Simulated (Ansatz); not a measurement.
## B on Pd(111): change of the work function

Wanted: Δφ(θ) for B/Pd(111), starting from the hcp site.

Calculated with Ansatz 0.2.0; plane-wave DFT, PBEsol, Ansatz PAW, in the first sound run; inputs show where later runs differ.

## 1. The starting structure

The cell holds 4 atoms: 4 Pd. Its edges and angles: a = 2.751 Å, b = 2.751 Å, c = 24.738 Å, α = 90.0°, β = 90.0°, γ = 60.0°. Vacuum lies along c.

## 2. The clean slab

The bare slab comes first, as the zero from which every change is counted. The two lowest layers are held at bulk places and the upper ones relax. The dipole correction removes the false field that a one-sided slab makes across the periodic vacuum, so each face gets a flat vacuum level of its own.

The input, input.yaml:

```yaml
crystal:
  lattice:
    - [2.7506453788, 0.0, 0.0]
    - [1.3753226894, 2.3821287749, 0.0]
    - [0.0, 0.0, 24.7376776414]
  atoms:
    - { symbol: Pd, position: [0.0, 0.0, 0.3638174986] }
    - { symbol: Pd, position: [0.3333333333, 0.3333333333, 0.4546058329] }
    - { symbol: Pd, position: [0.6666666667, 0.6666666667, 0.5453941671] }
    - { symbol: Pd, position: [0.0, 0.0, 0.6361825014] }
kpoints:
  mp_grid: { grid: [12, 12, 1] }
hamiltonian:
  xc: pbesol
scf:
  occupations: { method: fermi_dirac, width: 0.1 }
  convergence: { dr2_threshold: 1.0e-08 }
efield:
  axis: 3
  dipole_correction: true
  ramp_position: 0.97
  ramp_width: 0.06
relax:
  f_tol: 0.02
  max_steps: 60
  constraints: [{ sites: [0, 1] }]
output:
  write_potential: true
  write_density: true
  volumetric_format: npy
```

Command:

```bash
$ ansatz run input.yaml --threads 8 --pin off --max-ram 12288MiB --backend cpu --events-out ev --progress --plain --runs-dir out
```

Numbers of over 12 decimals in the logs are rounded to 6 here.

The log of the run:

```text
Engine: ansatz 0.2.0, x86_64-unknown-linux-gnu
Pseudopotentials: kind: paw
Pseudopotential: Pd, paw, valence charge 18, recommended cutoff 420 eV (normal), Pd.paw.azcp
Functional definition: PBEsol
  exchange = pbesol_x
  correlation = pbesol_c
Crystal: 4 atoms, lattice volume = 162.091 Å³
Basis set: ecut = 420 eV, 3173 PW (Γ), exchange–correlation on 40×40×360 points (8 copies of the dense FFT grid, shifted against one another)
Bands: 44, of which v1, the nominal top of the filled ones, is band 36 counted from 1 (35 counted from 0)
Symmetry: 6 space group operations
k-points: 19 of 144 (time reversal used)
Non-local potential: Pd, projectors of the file, l = 0: 2, l = 1: 2, l = 2: 2, l = 3: 1
PAW form: soft (Blöchl's): semilocal exchange-correlation on the pseudo side does not see the compensation charge
PAW frozen core: Pd, regenerated for the run's functional, and the local potential with it (the file was generated under x = pbe(κ = 0.804, μ = 0.219515), c = pbe(β = 0.066725))
PAW one-centre angular grid: Pd, 590 points (default); XC on 64 Gauss nodes
Initial density: superposition of atomic densities (neutral atoms: chi_scale 0, normalization atom), corrected by the library's trained network
Initial wavefunctions: pseudopotential atomic-orbital guess
Functional: x = pbesol(κ = 0.804, μ = 0.123457), c = pbesol(β = 0.046)
SCF iter   1: F=—  HF=-27625.394385 eV  |F-HF|=—  |Δ(HF+E_count)|=         —  Δρ=1.30e-2  dr2=1.38e0  ethr=1.77e-3  p=0.000 e·Å  D=2.93e-13 V/Å  ΔV_dip=-0.00 eV  dr2_dipole=2.57e-8  V_vac-E_F(+/−)=4.93/4.93 eV  ⟨swp⟩=9.2  Hψ=3896  notcnv=0  defer=6
efield: sawtooth ramp at fractional position 0.9700 (set: `efield.ramp_position`, or a place that a band, a saddle search or an elastic batch's reference lends), width 0.0600; the density the first Hamiltonian is built on has a dipole p = 0.000 e·Å; the dipole correction subtracts the counter field D = 2.93e-13 V/Å, which shifts the + side's vacuum level by -0.00 eV against the − side's; the planar-averaged density in the ramp window peaks in size at 1.0e-5 e/Å³
preconditioner: auto → LDOS  [metal: Δε(μ)=0.011 eV  Ē_g=7.379 eV  σ=0.100 eV  W_gap=0.03  n_scr=18 (ndim 8)  ℏωp=18.4 eV  f_vac=0.591  D(μ)=8.48/eV (n_scr^D=102)  β→1.0]
SCF iter   2: F=—  HF=-27625.369618 eV  |F-HF|=—  |Δ(HF+E_count)|=   2.48e-2  Δρ=1.04e-2  dr2=2.70e-1  ethr=1.77e-3  p=0.000 e·Å  D=1.81e-5 V/Å  ΔV_dip=-0.00 eV  dr2_dipole=1.90e-9  V_vac-E_F(+/−)=5.39/5.39 eV  ⟨swp⟩=3.0  Hψ=1323  notcnv=0  defer=23
SCF iter   3: F=—  HF=-27625.342431 eV  |F-HF|=—  |Δ(HF+E_count)|=   2.72e-2  Δρ=3.95e-3  dr2=1.09e-1  ethr=3.75e-4  p=0.000 e·Å  D=1.08e-5 V/Å  ΔV_dip=-0.00 eV  dr2_dipole=1.08e-8  V_vac-E_F(+/−)=5.31/5.31 eV  ⟨swp⟩=2.1  Hψ=1275  notcnv=0  defer=23
SCF iter   4: F=—  HF=-27625.339513 eV  |F-HF|=—  |Δ(HF+E_count)|=   2.92e-3  Δρ=1.07e-3  dr2=5.31e-3  ethr=1.51e-4  p=-0.000 e·Å  D=-2.77e-6 V/Å  ΔV_dip=0.00 eV  dr2_dipole=1.34e-8  V_vac-E_F(+/−)=5.37/5.37 eV  ⟨swp⟩=1.6  Hψ=841  notcnv=0  defer=23
SCF iter   5: F=—  HF=-27625.339218 eV  |F-HF|=—  |Δ(HF+E_count)|=   2.95e-4  Δρ=5.05e-4  dr2=3.05e-4  ethr=7.37e-6  p=0.000 e·Å  D=5.75e-7 V/Å  ΔV_dip=-0.00 eV  dr2_dipole=4.55e-9  V_vac-E_F(+/−)=5.39/5.39 eV  ⟨swp⟩=2.1  Hψ=1191  notcnv=0  defer=23
SCF iter   6: F=—  HF=-27625.339504 eV  |F-HF|=—  |Δ(HF+E_count)|=   2.86e-4  Δρ=1.84e-4  dr2=5.62e-5  ethr=4.24e-7  p=0.000 e·Å  D=1.45e-6 V/Å  ΔV_dip=-0.00 eV  dr2_dipole=2.53e-11  V_vac-E_F(+/−)=5.38/5.38 eV  ⟨swp⟩=2.4  Hψ=1472  notcnv=0  defer=23
SCF iter   7: F=—  HF=-27625.339497 eV  |F-HF|=—  |Δ(HF+E_count)|=   7.00e-6  Δρ=3.24e-5  dr2=3.21e-6  ethr=7.81e-8  p=0.000 e·Å  D=2.99e-7 V/Å  ΔV_dip=-0.00 eV  dr2_dipole=7.09e-11  V_vac-E_F(+/−)=5.38/5.38 eV  ⟨swp⟩=2.3  Hψ=1379  notcnv=0  defer=23
SCF iter   8: F=—  HF=-27625.339497 eV  |F-HF|=—  |Δ(HF+E_count)|=   1.81e-7  Δρ=2.10e-5  dr2=1.05e-6  ethr=4.46e-9  p=0.000 e·Å  D=1.20e-7 V/Å  ΔV_dip=-0.00 eV  dr2_dipole=2.50e-11  V_vac-E_F(+/−)=5.38/5.38 eV  ⟨swp⟩=2.8  Hψ=1560  notcnv=0  defer=23
SCF iter   9: F=—  HF=-27625.339497 eV  |F-HF|=—  |Δ(HF+E_count)|=   3.85e-7  Δρ=5.50e-6  dr2=5.59e-8  ethr=1.46e-9  p=0.000 e·Å  D=1.25e-7 V/Å  ΔV_dip=-0.00 eV  dr2_dipole=4.62e-12  V_vac-E_F(+/−)=5.38/5.38 eV  ⟨swp⟩=2.1  Hψ=1198  notcnv=0  defer=23
SCF iter  10: F=-27625.339498 eV  HF=-27625.339498 eV  |F-HF|=5.16e-9  |Δ(HF+E_count)|=   1.37e-7  Δρ=1.57e-6  dr2=5.29e-9  ethr=1.39e-11  p=0.000 e·Å  D=3.04e-8 V/Å  ΔV_dip=-0.00 eV  dr2_dipole=1.27e-13  V_vac-E_F(+/−)=5.38/5.38 eV  ⟨swp⟩=10.0  Hψ=5898  notcnv=0
SCF 1 converged in 10 iterations: F = -27625.339498 eV  dr2 = 5.29e-9
  greatest PAW one-centre occupation: 0.999 electrons in one spin orbital (limit 2), on the Pd atom at site 0 (counted from 0), in its partial waves of l = 0
relax step   1: F+E_penalty+E_count = -27625.33949755 eV  Δ(F+E_penalty+E_count) = +0.000e0 eV  max|allowed force component| = 8.659e-2 eV/Å  Δτ_max = 0.0000 Å  (10 SCF iters, accepted)
Initial density: handed on by an earlier stage of this run
Initial wavefunctions: those handed on with the density
iter 1 solved again at ethr=2.02e-4 eV; its pass at ethr=3.10e-3 eV (dr2=1.45e-1 eV) is discarded
SCF iter   1: F=—  HF=-27625.354915 eV  |F-HF|=—  |Δ(HF+E_count)|=         —  Δρ=5.97e-3  dr2=1.21e-1  ethr=2.02e-4  p=-0.000 e·Å  D=-3.43e-7 V/Å  ΔV_dip=0.00 eV  dr2_dipole=2.26e-2  V_vac-E_F(+/−)=5.35/5.35 eV  ⟨swp⟩=1.5  Hψ=2945  notcnv=0  defer=23
efield: sawtooth ramp at fractional position 0.9700 (set: `efield.ramp_position`, or a place that a band, a saddle search or an elastic batch's reference lends), width 0.0600; the density the first Hamiltonian is built on has a dipole p = -0.000 e·Å; the dipole correction subtracts the counter field D = -3.43e-7 V/Å, which shifts the + side's vacuum level by +0.00 eV against the − side's; the planar-averaged density in the ramp window peaks in size at 2.2e-6 e/Å³
preconditioner: auto → LDOS  [metal: Δε(μ)=0.017 eV  Ē_g=7.582 eV  σ=0.100 eV  W_gap=0.04  n_scr=18 (ndim 8)  ℏωp=18.4 eV  f_vac=0.593  D(μ)=8.66/eV (n_scr^D=102)  β→1.0]
SCF iter   2: F=—  HF=-27625.354730 eV  |F-HF|=—  |Δ(HF+E_count)|=   1.85e-4  Δρ=4.27e-3  dr2=7.50e-2  ethr=1.68e-4  p=-0.005 e·Å  D=-6.06e-3 V/Å  ΔV_dip=0.15 eV  dr2_dipole=1.58e-2  V_vac-E_F(+/−)=5.52/5.37 eV  ⟨swp⟩=2.0  Hψ=1408  notcnv=0  defer=23
SCF iter   3: F=—  HF=-27625.342931 eV  |F-HF|=—  |Δ(HF+E_count)|=   1.18e-2  Δρ=1.31e-3  dr2=1.00e-2  ethr=1.04e-4  p=0.000 e·Å  D=2.01e-4 V/Å  ΔV_dip=-0.00 eV  dr2_dipole=2.03e-3  V_vac-E_F(+/−)=5.36/5.37 eV  ⟨swp⟩=2.0  Hψ=1315  notcnv=0  defer=23
[...]
SCF iter   8: F=—  HF=-27625.342167 eV  |F-HF|=—  |Δ(HF+E_count)|=   5.08e-7  Δρ=1.85e-5  dr2=1.40e-6  ethr=4.58e-9  p=0.000 e·Å  D=2.99e-4 V/Å  ΔV_dip=-0.01 eV  dr2_dipole=6.50e-9  V_vac-E_F(+/−)=5.36/5.37 eV  ⟨swp⟩=1.0  Hψ=813  notcnv=0  defer=23
SCF iter   9: F=—  HF=-27625.342167 eV  |F-HF|=—  |Δ(HF+E_count)|=   6.94e-8  Δρ=5.44e-6  dr2=1.56e-7  ethr=1.95e-9  p=0.000 e·Å  D=3.07e-4 V/Å  ΔV_dip=-0.01 eV  dr2_dipole=3.41e-9  V_vac-E_F(+/−)=5.36/5.37 eV  ⟨swp⟩=1.0  Hψ=813  notcnv=0  defer=23
SCF iter  10: F=-27625.342167 eV  HF=-27625.342167 eV  |F-HF|=3.45e-8  |Δ(HF+E_count)|=   1.26e-7  Δρ=1.87e-6  dr2=4.86e-9  ethr=1.39e-11  p=0.000 e·Å  D=3.10e-4 V/Å  ΔV_dip=-0.01 eV  dr2_dipole=2.21e-10  V_vac-E_F(+/−)=5.36/5.37 eV  ⟨swp⟩=8.6  Hψ=6137  notcnv=0
SCF 2 converged in 10 iterations: F = -27625.342167 eV  dr2 = 4.86e-9
  greatest PAW one-centre occupation: 0.999 electrons in one spin orbital (limit 2), on the Pd atom at site 3 (counted from 0), in its partial waves of l = 0
relax step   2: F+E_penalty+E_count = -27625.34216748 eV  Δ(F+E_penalty+E_count) = -2.670e-3 eV  max|allowed force component| = 4.265e-2 eV/Å  Δτ_max = 0.0658 Å  (10 SCF iters, accepted)
SCF iter   1: F=—  HF=-27625.343747 eV  |F-HF|=—  |Δ(HF+E_count)|=         —  Δρ=1.58e-3  dr2=5.49e-3  ethr=1.34e-4  p=0.000 e·Å  D=3.10e-4 V/Å  ΔV_dip=-0.01 eV  dr2_dipole=5.66e-4  V_vac-E_F(+/−)=5.37/5.37 eV  ⟨swp⟩=3.0  Hψ=1685  notcnv=0  defer=23
efield: sawtooth ramp at fractional position 0.9700 (set: `efield.ramp_position`, or a place that a band, a saddle search or an elastic batch's reference lends), width 0.0600; the density the first Hamiltonian is built on has a dipole p = 0.000 e·Å; the dipole correction subtracts the counter field D = 3.10e-4 V/Å, which shifts the + side's vacuum level by -0.01 eV against the − side's; the planar-averaged density in the ramp window peaks in size at 1.6e-6 e/Å³
preconditioner: auto → LDOS  [metal: Δε(μ)=0.017 eV  Ē_g=7.585 eV  σ=0.100 eV  W_gap=0.04  n_scr=18 (ndim 8)  ℏωp=18.4 eV  f_vac=0.593  D(μ)=8.68/eV (n_scr^D=102)  β→1.0]
SCF iter   2: F=—  HF=-27625.343648 eV  |F-HF|=—  |Δ(HF+E_count)|=   9.85e-5  Δρ=1.14e-3  dr2=5.52e-3  ethr=7.63e-6  p=0.002 e·Å  D=1.95e-3 V/Å  ΔV_dip=-0.05 eV  dr2_dipole=1.15e-3  V_vac-E_F(+/−)=5.33/5.37 eV  ⟨swp⟩=3.2  Hψ=1760  notcnv=0  defer=23
SCF iter   3: F=—  HF=-27625.342768 eV  |F-HF|=—  |Δ(HF+E_count)|=   8.80e-4  Δρ=3.42e-4  dr2=4.82e-4  ethr=7.63e-6  p=0.000 e·Å  D=6.31e-5 V/Å  ΔV_dip=-0.00 eV  dr2_dipole=5.39e-5  V_vac-E_F(+/−)=5.37/5.37 eV  ⟨swp⟩=2.0  Hψ=1267  notcnv=0  defer=23
SCF iter   4: F=—  HF=-27625.342739 eV  |F-HF|=—  |Δ(HF+E_count)|=   2.92e-5  Δρ=2.17e-4  dr2=1.17e-4  ethr=6.70e-7  p=0.000 e·Å  D=2.93e-4 V/Å  ΔV_dip=-0.01 eV  dr2_dipole=5.38e-8  V_vac-E_F(+/−)=5.36/5.37 eV  ⟨swp⟩=2.7  Hψ=1485  notcnv=0  defer=23
SCF iter   5: F=—  HF=-27625.342713 eV  |F-HF|=—  |Δ(HF+E_count)|=   2.62e-5  Δρ=5.30e-5  dr2=7.09e-6  ethr=1.63e-7  p=0.000 e·Å  D=2.57e-4 V/Å  ΔV_dip=-0.01 eV  dr2_dipole=3.51e-7  V_vac-E_F(+/−)=5.37/5.37 eV  ⟨swp⟩=2.1  Hψ=1232  notcnv=0  defer=23
SCF iter   6: F=—  HF=-27625.342719 eV  |F-HF|=—  |Δ(HF+E_count)|=   6.81e-6  Δρ=1.68e-5  dr2=1.43e-6  ethr=9.85e-9  p=0.000 e·Å  D=2.18e-4 V/Å  ΔV_dip=-0.01 eV  dr2_dipole=4.16e-8  V_vac-E_F(+/−)=5.37/5.37 eV  ⟨swp⟩=2.2  Hψ=1349  notcnv=0  defer=23
SCF iter   7: F=—  HF=-27625.342720 eV  |F-HF|=—  |Δ(HF+E_count)|=   4.56e-8  Δρ=1.04e-5  dr2=4.16e-7  ethr=1.99e-9  p=0.000 e·Å  D=2.06e-4 V/Å  ΔV_dip=-0.01 eV  dr2_dipole=1.06e-8  V_vac-E_F(+/−)=5.37/5.37 eV  ⟨swp⟩=2.3  Hψ=1315  notcnv=0  defer=23
SCF iter   8: F=—  HF=-27625.342720 eV  |F-HF|=—  |Δ(HF+E_count)|=   6.91e-8  Δρ=5.14e-6  dr2=1.48e-7  ethr=5.78e-10  p=0.000 e·Å  D=2.11e-4 V/Å  ΔV_dip=-0.01 eV  dr2_dipole=3.17e-10  V_vac-E_F(+/−)=5.37/5.37 eV  ⟨swp⟩=1.3  Hψ=868  notcnv=0  defer=23
SCF iter   9: F=—  HF=-27625.342720 eV  |F-HF|=—  |Δ(HF+E_count)|=   1.04e-8  Δρ=1.78e-6  dr2=1.03e-8  ethr=2.06e-10  p=0.000 e·Å  D=2.11e-4 V/Å  ΔV_dip=-0.01 eV  dr2_dipole=5.56e-10  V_vac-E_F(+/−)=5.37/5.37 eV  ⟨swp⟩=1.7  Hψ=967  notcnv=0  defer=23
SCF iter  10: F=-27625.342720 eV  HF=-27625.342720 eV  |F-HF|=6.36e-9  |Δ(HF+E_count)|=   3.47e-8  Δρ=5.37e-7  dr2=3.62e-10  ethr=1.39e-11  p=0.000 e·Å  D=2.11e-4 V/Å  ΔV_dip=-0.01 eV  dr2_dipole=1.92e-11  V_vac-E_F(+/−)=5.37/5.37 eV  ⟨swp⟩=9.2  Hψ=5201  notcnv=0
SCF 3 converged in 10 iterations: F = -27625.342720 eV  dr2 = 3.62e-10
relax step   3: F+E_penalty+E_count = -27625.34271964 eV  Δ(F+E_penalty+E_count) = -5.522e-4 eV  max|allowed force component| = 1.640e-3 eV/Å  Δτ_max = 0.0189 Å  (10 SCF iters, accepted)
NSCF: frozen V_eff on 19 k-points
the band table was solved once a step of the walk had ended and its energy, with any forces and stress, was formed, with the checks that follow a solve (4702 applications of the Hamiltonian). They found nothing against the state; the energy, forces and stress were not computed again (output.eigenvalues in the input reference)
WARN: The output density's exchange-correlation potential varies sharply where the density is thin. Do not read a vacuum level from v_tot or v_xc, or from such a field of the output density. On a cell that repeats whose density bears no net charge and no dipole along the vacuum's axis use v_es (v_loc + v_h of the components); under efield.dipole_correction with no amplitude use v_es + v_field, which holds any externa [...]
SCF converged after 10 iterations
Free energy (F): -27625.342720 eV
Harris-Foulkes:  -27625.342720 eV  (|F-HF|=6.36e-9)
Internal energy: -27625.067757 eV  (E = F + TS)
E sigma→0 (E₀):  -27625.205239 eV
Entropy (-TS):   -0.274962 eV (-68.741 meV/atom)
Fermi energy:    3.749666 eV
Dipole field:    D = 0.000217 V/Å  (p = 0.000195 e·Å, saw-weighted, corrected)
Work function:   Φ+ = 5.3664 eV   Φ− = 5.3718 eV
Levels:          The Fermi level and band energies are counted from a zero that moves with the ramp; work functions are not
--- Per-component energies (eV) ---
  E_band       = -1689.258390
  E_kinetic    = 2052.161704
  E_local      = -130808.957340  (includes V_loc(G=0)·N_el)
  E_nonlocal   = 878.154237
  E_hartree    = 64175.028165
  E_xc         = -668.272321
  E_vxc        = -841.344322  (∫ρ·V_xc dr)
  E_paw        = -14739.895985  (= ΣΔE_a)
  E_vpaw       = -1319.333094  (= ΣTr[D̂ρ^β])
  E_aug_tail   = 0.000886  (compensation charges beyond the density's cutoff)
  E_efield     = 0.000000  (sawtooth field / dipole correction)
  E_vefield    = 0.000306  (∫n·V_field dr)
  E_ewald      = 51485.502801
  E_core_change = 1.210096  (= ΣΔE_core)
  E_smearing   = -0.274962  (= −TS)
  E_closure    = 0.000000  (closes the sum)
  Σ components = -27625.342720   (vs F -27625.342720, Δ=0.00e0)
--- Forces (eV/Å), atoms counted from 1 ---
  atom   1  Pd     0.00000000    -0.00000000     0.08477703
  atom   2  Pd    -0.00000000    -0.00000000    -0.08660849
  atom   3  Pd     0.00000000     0.00000000     0.00164032
  atom   4  Pd     0.00000000     0.00000000     0.00018453
  max |Σ_I F_I| component: 6.60e-6 eV/Å
--- Band table (eV; the first three rows and the last of 19) ---
  k-point 0: bands = [... 32 lower, 2.5084, 2.7605, 2.7605, 3.3106, 3.3106, 3.6777, 3.6777, 4.1544, ... 4 higher]
  k-point 1: bands = [... 32 lower, 2.4330, 2.7817, 2.7995, 2.9672, 3.3079, 3.4095, 3.6872, 4.7651, ... 4 higher]
  k-point 2: bands = [... 32 lower, 2.3505, 2.3688, 2.7420, 2.7890, 3.2986, 3.7099, 3.9011, 5.7447, ... 4 higher]
  k-point 18: bands = [... 32 lower, 3.1991, 3.4734, 3.5101, 3.5130, 9.9406, 10.1416, 10.1439, 10.9019, ... 4 higher]
--- Relaxed structure (3 steps of the walk, 3 accepted, 0 SCFs on fresh bases) ---
  F+E_penalty+E_count = -27625.34271964 eV   max|allowed force component| = 1.640e-3 eV/Å
  atoms:
    - { symbol: Pd, position: [0.0, 0.0, 0.3638174986] }
    - { symbol: Pd, position: [0.333333, 0.333333, 0.454606] }
    - { symbol: Pd, position: [0.666667, 0.666667, 0.544127] }
    - { symbol: Pd, position: [0, 0, 0.634287] }
```

It took 5.2 s on 8 threads of Intel Xeon Platinum 8559C (Emerald Rapids), shared host; peak memory 0.69 GiB.

Relaxation path:

```
step  energy less that of the first step (eV)  largest force component (eV/Å)
   1                                   0.0000                          0.0866
   2                                  -0.0027                          0.0426
   3                                  -0.0032                          0.0016
```

Forces are held to the 6 operations that the run works with; a distortion that breaks them can't arise in this run.

The atoms that moved most (Å):

```
atom     dx     dy      dz  length
 Pd4  0.000  0.000  -0.047   0.047
 Pd3  0.000  0.000  -0.031   0.031
```

This step gave:

| Quantity | Value |
| --- | --- |
| energy at zero smearing | -27625.2052 eV |
| work function, upper face | 5.366 eV |
| dipole along the normal | 1.95e-4 e·Å |

Running mean over 2.246 Å of the planar mean; the ramp of the sawtooth is left out. Table of electron's electrostatic potential energy less the Fermi level by z:

```
z (Å)  electron's electrostatic potential energy less the Fermi level (eV)
  3.5                                                                 5.37
  4.0                                                                 5.37
  4.5                                                                 5.37
  5.0                                                                 5.37
  5.5                                                                 5.36
  6.0                                                                 5.32
  6.5                                                                 5.17
  7.0                                                                 4.54
  7.5                                                                 1.91
  8.0                                                                -3.01
  8.5                                                                -6.96
  9.0                                                                -8.17
  9.5                                                                -8.35
 10.0                                                                -8.41
 10.5                                                                -8.45
 11.0                                                                -8.53
 11.5                                                                -8.64
 12.0                                                                -8.83
 12.5                                                                -8.89
 13.0                                                                -8.72
 13.5                                                                -8.59
 14.0                                                                -8.58
 14.5                                                                -8.59
 15.0                                                                -8.51
 15.5                                                                -8.32
 16.0                                                                -7.69
 16.5                                                                -4.85
 17.0                                                                0.179
 17.5                                                                 3.86
 18.0                                                                 5.02
 18.5                                                                 5.28
 19.0                                                                 5.34
 19.5                                                                 5.36
 20.0                                                                 5.37
 20.5                                                                 5.37
 21.0                                                                 5.37
 21.5                                                                 5.37
```

The relaxation took 3 steps and lowered the energy by 0.0032 eV; the largest force on the free atoms ends at 0.0016 eV/Å.

The work function of the upper face is 5.37 eV.

[end of part 1 of 4]

[Logs are printed without paths, hosts, clocks, repeated set-up lines and the standing remarks that a program may print on its own settings, such as how far it seeks lower states.]

[Hosts, paths, dates, database ids (printed as entryN), source tags and the programs' standing remarks are cut or masked in the printed files.]

[Maps of the electrostatic potential energy from Ansatz leave out the sawtooth potential of an applied field or a dipole correction, so their vacuum need not be flat; planar profiles and work functions include it.]
